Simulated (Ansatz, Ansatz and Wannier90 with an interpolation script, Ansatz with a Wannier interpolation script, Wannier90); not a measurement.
Planning a run of Ansatz 0.2.0 on BN (Qingsongite). The input:

```yaml
crystal:
  lattice:
    - [-1.2717050324, -1.7984624982, 1.2793657553]
    - [1.2717050324, -1.7984624982, 1.2793657553]
    - [0.0, 3.5e-09, 2.5587315057]
  atoms:
    - { symbol: B, position: [-6.28225e-05, -6.28225e-05, 6.28225e-05] }
    - { symbol: "N", position: [0.7500628225, 0.7500628225, 0.7499371775] }
kpoints:
  mp_grid: { grid: [8, 8, 8] }
hamiltonian:
  xc: lda
scf:
  occupations: { method: fixed }
gw:
  n_empty_bands: 48
  ecut_chi: 150.0
  qp_bands: [v3, c1]
  screening: { model: contour_deformation }
```

```sh
ansatz run input.yaml --threads 8 --pin off --max-ram 18432MiB --backend cpu --events-out ev --progress --plain --runs-dir out
```

**Question.** How long will it take on 8 threads of AMD EPYC 7B13 (Zen 3), shared host, and how much memory?

It took 55 s; on shared hardware allow 27 s to 1.8 min. Peak host memory was 0.40 GiB. The sizes that set the cost: 259 plane waves a state, 95 irreducible k points, 52 bands summed, 59 plane waves in the screening and 6 SCF cycles.

The screening grows as filled bands × empty bands × pairs of k points, times the square of the screening basis for the matrix.

[Paths, hosts, dates, memory and timing lines, banners, echoed tables and standing remarks are left out of the program output.]

[Logs are printed without paths, hosts, clocks, repeated set-up lines and the standing remarks that a program may print on its own settings, such as how far it seeks lower states.]

[Runs of the session that timed out or met a known fault of the program may be left out.]

[Hosts, paths, dates, database ids (printed as entryN), source tags and the programs' standing remarks are cut or masked in the printed files.]
